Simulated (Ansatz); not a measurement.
# Resistivity from frozen vibrations: Li(100) with 4 thermally displaced layers, 2x2

Aim: the resistivity of Li at 300 K from frozen thermal displacements between perfect leads.

Program: Ansatz 0.2.0. Level of theory: Ansatz plane-wave DFT, PBE, PAW files; ballistic transport by layer matching (Landauer), zero bias; PAW set soft_1. Results are calculated unless marked as measured.

## (1) The structure

The cell holds 56 atoms: 56 Li. Its edges and angles: a = 7.020 Å, b = 7.020 Å, c = 24.570 Å, α = 90.0°, β = 90.0°, γ = 90.0°. It derives from Li. Regions: lead, 40 atoms (40 Li); scattering region, 16 atoms (16 Li). The structure is stacked along c, and the current runs across the ab planes.

## (2) With 4 displaced layers

Each atom of 4 layers is moved at random, by amounts drawn from a normal law 0.2347 Å wide in each direction from the Debye model (344 K) at 300 K. The layers about the cell's end stay perfect and serve as the lead. Disorder leaves little or no symmetry, which makes such runs dear. Energies from -0.05 to 0.05 eV in steps of 0.05 eV are too few for the program's thermal sum, so it prints no conductance; for a metal the transmission near the Fermi level serves, at a fraction of the cost.

Contents of input.yaml:

```yaml
crystal:
  lattice:
    - [7.02, 0.0, 0.0]
    - [0.0, 7.02, 0.0]
    - [0.0, 0.0, 24.57]
  atoms:
    - { symbol: Li, position: [0.0, 0.0, 0.0357142857] }
    - { symbol: Li, position: [0.0, 0.5, 0.0357142857] }
    - { symbol: Li, position: [0.5, 0.0, 0.0357142857] }
    - { symbol: Li, position: [0.5, 0.5, 0.0357142857] }
    - { symbol: Li, position: [0.25, 0.25, 0.1071428571] }
    - { symbol: Li, position: [0.25, 0.75, 0.1071428571] }
    - { symbol: Li, position: [0.75, 0.25, 0.1071428571] }
    - { symbol: Li, position: [0.75, 0.75, 0.1071428571] }
    - { symbol: Li, position: [0.0, 0.0, 0.1785714286] }
    - { symbol: Li, position: [0.0, 0.5, 0.1785714286] }
    - { symbol: Li, position: [0.5, 0.0, 0.1785714286] }
    - { symbol: Li, position: [0.5, 0.5, 0.1785714286] }
    - { symbol: Li, position: [0.25, 0.25, 0.25] }
    - { symbol: Li, position: [0.25, 0.75, 0.25] }
    - { symbol: Li, position: [0.75, 0.25, 0.25] }
    - { symbol: Li, position: [0.75, 0.75, 0.25] }
    - { symbol: Li, position: [0.0, 0.0, 0.3214285714] }
    - { symbol: Li, position: [0.0, 0.5, 0.3214285714] }
    - { symbol: Li, position: [0.5, 0.0, 0.3214285714] }
    - { symbol: Li, position: [0.5, 0.5, 0.3214285714] }
    - { symbol: Li, position: [0.2497717753, 0.2849734061, 0.399940541] }
    - { symbol: Li, position: [0.2742024456, 0.8041169825, 0.3813420652] }
    - { symbol: Li, position: [0.7290403777, 0.2058491736, 0.3918279279] }
    - { symbol: Li, position: [0.783389467, 0.7492662646, 0.3975936191] }
    - { symbol: Li, position: [0.9361214769, 0.0049164726, 0.4556229036] }
    - { symbol: Li, position: [0.0593526857, 0.5296480732, 0.4733535748] }
    - { symbol: Li, position: [0.4980658624, 0.0204884755, 0.4705696554] }
    - { symbol: Li, position: [0.4884863437, 0.4833724555, 0.463189444] }
    - { symbol: Li, position: [0.2297592556, 0.2301307584, 0.5330075814] }
    - { symbol: Li, position: [0.2256484134, 0.7756189502, 0.5204690167] }
    - { symbol: Li, position: [0.77753234, 0.2290868131, 0.5304996546] }
    - { symbol: Li, position: [0.7048401007, 0.7451778707, 0.533348708] }
    - { symbol: Li, position: [0.0064005214, 0.9821554988, 0.608038384] }
    - { symbol: Li, position: [0.0608337521, 0.5136731866, 0.6016631668] }
    - { symbol: Li, position: [0.5318632153, 0.9956940752, 0.6128153423] }
    - { symbol: Li, position: [0.5204846361, 0.4869263606, 0.5887054133] }
    - { symbol: Li, position: [0.25, 0.25, 0.6785714286] }
    - { symbol: Li, position: [0.25, 0.75, 0.6785714286] }
    - { symbol: Li, position: [0.75, 0.25, 0.6785714286] }
    - { symbol: Li, position: [0.75, 0.75, 0.6785714286] }
    - { symbol: Li, position: [0.0, 0.0, 0.75] }
    - { symbol: Li, position: [0.0, 0.5, 0.75] }
    - { symbol: Li, position: [0.5, 0.0, 0.75] }
    - { symbol: Li, position: [0.5, 0.5, 0.75] }
    - { symbol: Li, position: [0.25, 0.25, 0.8214285714] }
    - { symbol: Li, position: [0.25, 0.75, 0.8214285714] }
    - { symbol: Li, position: [0.75, 0.25, 0.8214285714] }
    - { symbol: Li, position: [0.75, 0.75, 0.8214285714] }
    - { symbol: Li, position: [0.0, 0.0, 0.8928571429] }
    - { symbol: Li, position: [0.0, 0.5, 0.8928571429] }
    - { symbol: Li, position: [0.5, 0.0, 0.8928571429] }
    - { symbol: Li, position: [0.5, 0.5, 0.8928571429] }
    - { symbol: Li, position: [0.25, 0.25, 0.9642857143] }
    - { symbol: Li, position: [0.25, 0.75, 0.9642857143] }
    - { symbol: Li, position: [0.75, 0.25, 0.9642857143] }
    - { symbol: Li, position: [0.75, 0.75, 0.9642857143] }
kpoints:
  mp_grid: { grid: [3, 3, 1] }
hamiltonian:
  xc: pbe
  pseudopotentials: { kind: paw, azcp: { folder: soft_1 } }
scf:
  occupations: { method: fermi_dirac, width: 0.1 }
output:
  transmission: { leads: [[0, 4]], kmesh: [6, 6], e_range: [-0.05, 0.05], de: 0.05 }
  write_potential: true
  write_density: true
  volumetric_format: npy
  elf: true
```

Command:

```sh
ansatz run input.yaml --threads 4 --pin off --max-ram 15360MiB --backend cpu --events-out ev --progress --plain --runs-dir out
```

Numbers of over 12 decimals in the logs are rounded to 6 here.

The log of the run:

```text
Engine: ansatz 0.2.0, x86_64-unknown-linux-gnu
Pseudopotentials: kind: paw
Pseudopotential: Li, paw, valence charge 3, recommended cutoff 420 eV (normal), soft_1/Li.paw.azcp
Functional definition: PBE
  parameter kappa = 0.804
  parameter beta = 0.066725
  exchange = pbe_x(kappa = kappa, mu = beta*pi^2/3)
  correlation = pbe_c(beta = beta)
Crystal: 56 atoms, lattice volume = 1210.819 Å³
Basis set: ecut = 420 eV, 23719 PW (Γ)
Bands: 140, of which v1, the nominal top of the filled ones, is band 84 counted from 1 (83 counted from 0)
Symmetry: 1 space group operations
Space group: P1 (ITA 1), of the structure as read, at distance tolerance 1.1e-4 Å
k-points: 5 of 9 (time reversal used)
Non-local potential: Li, projectors of the file, l = 0: 3, l = 1: 2, l = 2: 1
PAW form: soft (Blöchl's): semilocal exchange-correlation on the pseudo side does not see the compensation charge
PAW one-centre angular grid: Li, 110 points (default); XC on 96 Gauss nodes
Initial density: superposition of atomic densities (chi_scale 0.1, normalization cell)
Initial wavefunctions: pseudopotential atomic-orbital guess
Functional: x = pbe(κ = 0.804, μ = 0.219515), c = pbe(β = 0.066725)
SCF iter   1: F=—  HF=-11462.491932 eV  |F-HF|=—  |Δ(HF+E_count)|=         —  Δρ=4.52e-3  dr2=1.92e0  ethr=3.10e-3  ⟨swp⟩=10.8  Hψ=4466  notcnv=0  defer=47
preconditioner: auto → Kerker (q_TF=auto, 1.963 Å⁻¹)  [metal: Δε(μ)=0.043 eV  Ē_g=3.805 eV  σ=0.100 eV  W_gap=0.11  n_scr=138 (ndim 8)  ℏωp=8.0 eV  f_vac=0.000  D(μ)=26.36/eV (n_scr^D=138)]
SCF iter   2: F=—  HF=-11461.946874 eV  |F-HF|=—  |Δ(HF+E_count)|=   5.45e-1  Δρ=3.11e-3  dr2=6.90e-1  ethr=1.14e-3  ⟨swp⟩=1.6  Hψ=818  notcnv=0  defer=108
SCF iter   3: F=—  HF=-11461.797220 eV  |F-HF|=—  |Δ(HF+E_count)|=   1.50e-1  Δρ=5.02e-4  dr2=3.78e-2  ethr=4.11e-4  ⟨swp⟩=2.0  Hψ=797  notcnv=0  defer=116
SCF iter   4: F=—  HF=-11461.794745 eV  |F-HF|=—  |Δ(HF+E_count)|=   2.48e-3  Δρ=2.36e-4  dr2=2.79e-3  ethr=2.25e-5  ⟨swp⟩=1.0  Hψ=577  notcnv=0  defer=116
SCF iter   5: F=—  HF=-11461.794448 eV  |F-HF|=—  |Δ(HF+E_count)|=   2.97e-4  Δρ=5.38e-5  dr2=1.35e-4  ethr=1.66e-6  ⟨swp⟩=1.2  Hψ=586  notcnv=0  defer=116
SCF iter   6: F=—  HF=-11461.794427 eV  |F-HF|=—  |Δ(HF+E_count)|=   2.12e-5  Δρ=9.46e-6  dr2=3.96e-6  ethr=8.02e-8  ⟨swp⟩=2.0  Hψ=718  notcnv=0  defer=116
SCF iter   7: F=—  HF=-11461.794484 eV  |F-HF|=—  |Δ(HF+E_count)|=   5.72e-5  Δρ=1.76e-6  dr2=3.65e-7  ethr=2.36e-9  ⟨swp⟩=2.0  Hψ=791  notcnv=0  defer=123
SCF iter   8: F=-11461.794484 eV  HF=-11461.794484 eV  |F-HF|=1.28e-8  |Δ(HF+E_count)|=   1.26e-8  Δρ=4.69e-7  dr2=1.77e-8  ethr=5.95e-11  ⟨swp⟩=12.4  Hψ=2911  notcnv=0
SCF 1 converged in 8 iterations: F = -11461.794484 eV  dr2 = 1.77e-8
  greatest PAW one-centre occupation: 1.000 electrons in one spin orbital (limit 2), on the Li atom at site 24 (counted from 0), in its partial waves of l = 0
transmission: 72 of 640 steps passed
transmission: 132 of 640 steps passed
[...]
transmission: 640 of 640 steps passed
SCF converged after 8 iterations
Free energy (F): -11461.794484 eV
Harris-Foulkes:  -11461.794484 eV  (|F-HF|=1.28e-8)
Internal energy: -11460.930691 eV  (E = F + TS)
E sigma→0 (E₀):  -11461.362587 eV
Entropy (-TS):   -0.863793 eV (-15.425 meV/atom)
Fermi energy:    0.766945 eV
--- Per-component energies (eV) ---
  E_band       = -5163.584601
  E_kinetic    = 867.171746
  E_local      = -7986.468839  (includes V_loc(G=0)·N_el)
  E_nonlocal   = -1109.731428
  E_hartree    = 2311.190481
  E_xc         = -455.584754
  E_vxc        = -587.538108  (∫ρ·V_xc dr)
  E_paw        = -1344.405583  (= ΣΔE_a)
  E_vpaw       = -969.412983  (= ΣTr[D̂ρ^β])
  E_aug_tail   = 0.014367  (compensation charges beyond the density's cutoff)
  E_ewald      = -3743.116681
  E_smearing   = -0.863793  (= −TS)
  E_closure    = -0.000000  (closes the sum)
  Σ components = -11461.794484   (vs F -11461.794484, Δ=0.00e0)
--- Band table (eV; the first three rows and the last of 5) ---
  k-point 0: bands = [... 80 lower, 0.3579, 0.3855, 0.3999, 0.4047, 0.4303, 0.9001, 0.9266, 0.9357, ... 52 higher]
  k-point 1: bands = [... 80 lower, 0.6129, 0.6247, 0.6325, 0.6423, 0.7503, 0.7706, 0.7819, 0.7925, ... 52 higher]
  k-point 2: bands = [... 80 lower, 0.6146, 0.6205, 0.6305, 0.6493, 0.7480, 0.7624, 0.7758, 0.7798, ... 52 higher]
  k-point 4: bands = [... 80 lower, 0.2846, 0.3176, 0.8378, 0.8528, 1.0567, 1.0704, 1.3673, 1.4162, ... 52 higher]
--- Transmission ---
  basis      : 437 plane waves across, 32 finite elements along
  points     : 20, standing for a mesh of 6 x 6
  energies   : 3 from -0.050000 to 0.050000 eV about the Fermi level, 0.050000 eV apart; the leads are filled to 0.000000 eV, and channels, transmission and decay are at 0.000000 eV
  crystal 0  : Li4, at the sites [0, 4], period 1.7550 Å, over 17.55 Å; its Hamiltonian steps by up to 5.0 meV
    offset         : up to 0.0000 Å between an atom of the period and one for which it stands
    channels       : 4.916667e0 a spin
    conductance    : none, the energies end too early or step too widely for 300 K: set another output.transmission.e_range or a lower de, or, where they end at an eighth of basis.ecutwfc, a higher one
  junction   : crystal 0 to crystal 0, 0.70 to 23.51 Å
    transmission   : 4.371548e0 a spin
    conductance    : none, the energies end too early or step too widely for 300 K: set another output.transmission.e_range or a lower de, or, where they end at an eighth of basis.ecutwfc, a higher one
```

The job ended after 5.3 min (4 threads of Intel Xeon Platinum 8559C (Emerald Rapids), shared host; peak memory 3.2 GiB).

This step gave:

* free energy: -11461.7945 eV
* energy at zero smearing: -11461.3626 eV
* Fermi energy: 0.7669 eV
* cell area: 49.28 Å²
* transmission per spin nearest the Fermi level: 4.372
* open channels per spin nearest the Fermi level: 4.917
* step of the lead's potential: 5 meV

Per spin. The transmission, zone mean by energy, zero at the Fermi level:

```
energy (eV)  transmission, zone mean
    -0.0500                     4.29
     0.0000                     4.37
     0.0500                     4.45
```

Per spin. The open channels, zone mean, lead by energy, zero at the Fermi level:

```
energy (eV)  open channels, zone mean, lead
    -0.0500                            4.69
     0.0000                            4.92
     0.0500                            4.92
```

Transmission over k1 and k2. At 0.0000 eV from the Fermi level.

Ten even steps from '0' (3.77) to '9' (5.47):
```
001810
027581
995559
018572
001810
000700
```
Columns: k1 (b1) from -0.5 to 0.333; rows upwards: k2 (b2) from -0.5 to 0.333.

Open channels over k1 and k2. At 0.0000 eV from the Fermi level.

Values, 6 rows by 6 columns:
```
4.00 4.00 5.00 6.00 5.00 4.00
4.00 5.00 6.00 5.00 6.00 5.00
6.00 6.00 5.00 5.00 5.00 6.00
4.00 5.00 6.00 5.00 6.00 5.00
4.00 4.00 5.00 6.00 5.00 4.00
4.00 4.00 4.00 6.00 4.00 4.00
```
Columns: k1 (b1) from -0.5 to 0.333; rows upwards: k2 (b2) from -0.5 to 0.333.

Valence density in the ca plane at fractional y = 0.000, with atoms of Li within 0.2 Å of it. It is the smooth field of the valence electrons, not physical close to the nuclei.

Ten steps, logarithmic in the rise over the least value, from '0' (0.0 e/Å³) to '9' (8.0 e/Å³), each cell a mean:
```
87300000168610000179710000004772000001686100
32000000013100000179710000000210000000131000
00000000000000000034300000000000000000000000
00000000000000000000000000000000000000000000
00000000000000000000000000000000000000000000
00000000000000000000000000000000000000000000
00000000000000000000000000000110000000000000
32000000023100000001310000001673000000231000
87300000168610000016860000004996000001686100
98400000289710000017971000002784000002897200
65100000046400000003640000000120000000464000
00000000000000000000000000000000000000000000
00000000000000000000000000000000000000000000
00000000000000000000000000000000000000000000
00000000000000000000000000000000000000000000
00000000000000000000000000000000000000000000
00000000001000000000000000000100000000000000
65100000046400000000000000003661000000464000
98400000289710000035300000006984000002897200
```
Columns run along c (16.0 Å, from fractional 0.17 to 0.83 of the cell), rows up along a (7.0 Å). Atoms in or near the plane, at fractional coordinates: Li at (0.18, 0.00), Li at (0.18, 0.50), Li at (0.32, 0.00), Li at (0.32, 0.50), Li at (0.46, 0.94), Li at (0.47, 0.50), Li at (0.61, 0.01), Li at (0.61, 0.53), Li at (0.75, 0.00), Li at (0.75, 0.50).

ELF in the ca plane at fractional y = 0.000, with atoms of Li within 0.2 Å of it. It is the smooth field of the valence electrons, not physical close to the nuclei.

Ten even steps from '0' (0.33 × 1e-1) to '9' (9.87 × 1e-1), each cell a mean:
```
86004651058402662069701566301750056510584025
00025653000015773059601566410000366530000036
11356665311246775101003666542123566653101356
55566666555567777521136666665556676665545566
66666666666667777766667666666666777666656666
45566666555566677776666666654334677766545566
11256665311135667653224666630000367663101356
10025653001004666410000466510451056640010035
87004651058402565203840256401894036620584025
98104651079601565106970156400672046510796015
43015652014103565201410256520000156520141025
00135664200024555410001466542112466641000146
33456666544455555543235666655445566665333566
66666666666665555555566666665556666666666666
66666666666665555556666666665555666666656666
33456666543455555555666666653224566665323566
00135664100014555433456666520000366641000146
43015652025102564200025666400540156520251025
98104651079602563002103566304991046510796015
```
Columns run along c (16.0 Å, from fractional 0.17 to 0.83 of the cell), rows up along a (7.0 Å). Atoms in or near the plane, at fractional coordinates: Li at (0.18, 0.00), Li at (0.18, 0.50), Li at (0.32, 0.00), Li at (0.32, 0.50), Li at (0.46, 0.94), Li at (0.47, 0.50), Li at (0.61, 0.01), Li at (0.61, 0.53), Li at (0.75, 0.00), Li at (0.75, 0.50).

Electrostatic potential energy in the ca plane at fractional y = 0.000, with atoms of Li within 0.2 Å of it. With pseudopotentials it is smooth inside the atoms' cores, unlike the true potential.

Ten even steps from '0' (-33 eV) to '9' (4 eV), each cell a mean:
```
01689999720279999710169999984116899997202799
56899999875789999720169999998678999998657899
89999999998999999864589999999999999999989999
99999999999999999988899999999999999999999999
99999999999999999999999999999999999999999999
99999999999999999999999999999999999999999999
88999999998999999999899999998778999999989999
56899999865689999987678999996325899998657899
01589999720279999973027999984002799997202799
00589999610169999972016999986114899996101699
23799999842489999985248999998667999998424899
78899999987899999998789999999999999999878999
99999999999999999999999999999999999999999999
99999999999999999999999999999999999999999999
99999999999999999999999999999999999999999999
99999999999999999999999999999999999999999999
78899999987899999999999999998778999999878999
23799999742489999988899999985236899998424899
00589999610169999853589999983004899996101699
```
Columns run along c (16.0 Å, from fractional 0.17 to 0.83 of the cell; values clipped at the 3rd and 97th percentile), rows up along a (7.0 Å). Atoms in or near the plane, at fractional coordinates: Li at (0.18, 0.00), Li at (0.18, 0.50), Li at (0.32, 0.00), Li at (0.32, 0.50), Li at (0.46, 0.94), Li at (0.47, 0.50), Li at (0.61, 0.01), Li at (0.61, 0.53), Li at (0.75, 0.00), Li at (0.75, 0.50).

Over the solved energies the transmission per spin lies between 4.29 and 4.45, out of 4.84 channels of the lead on average (up to 4.92).

[end of part 1 of 2]

[Logs are printed without paths, hosts, clocks, repeated set-up lines and the standing remarks that a program may print on its own settings, such as how far it seeks lower states.]

[Hosts, paths, dates, database ids (printed as entryN), source tags and the programs' standing remarks are cut or masked in the printed files.]
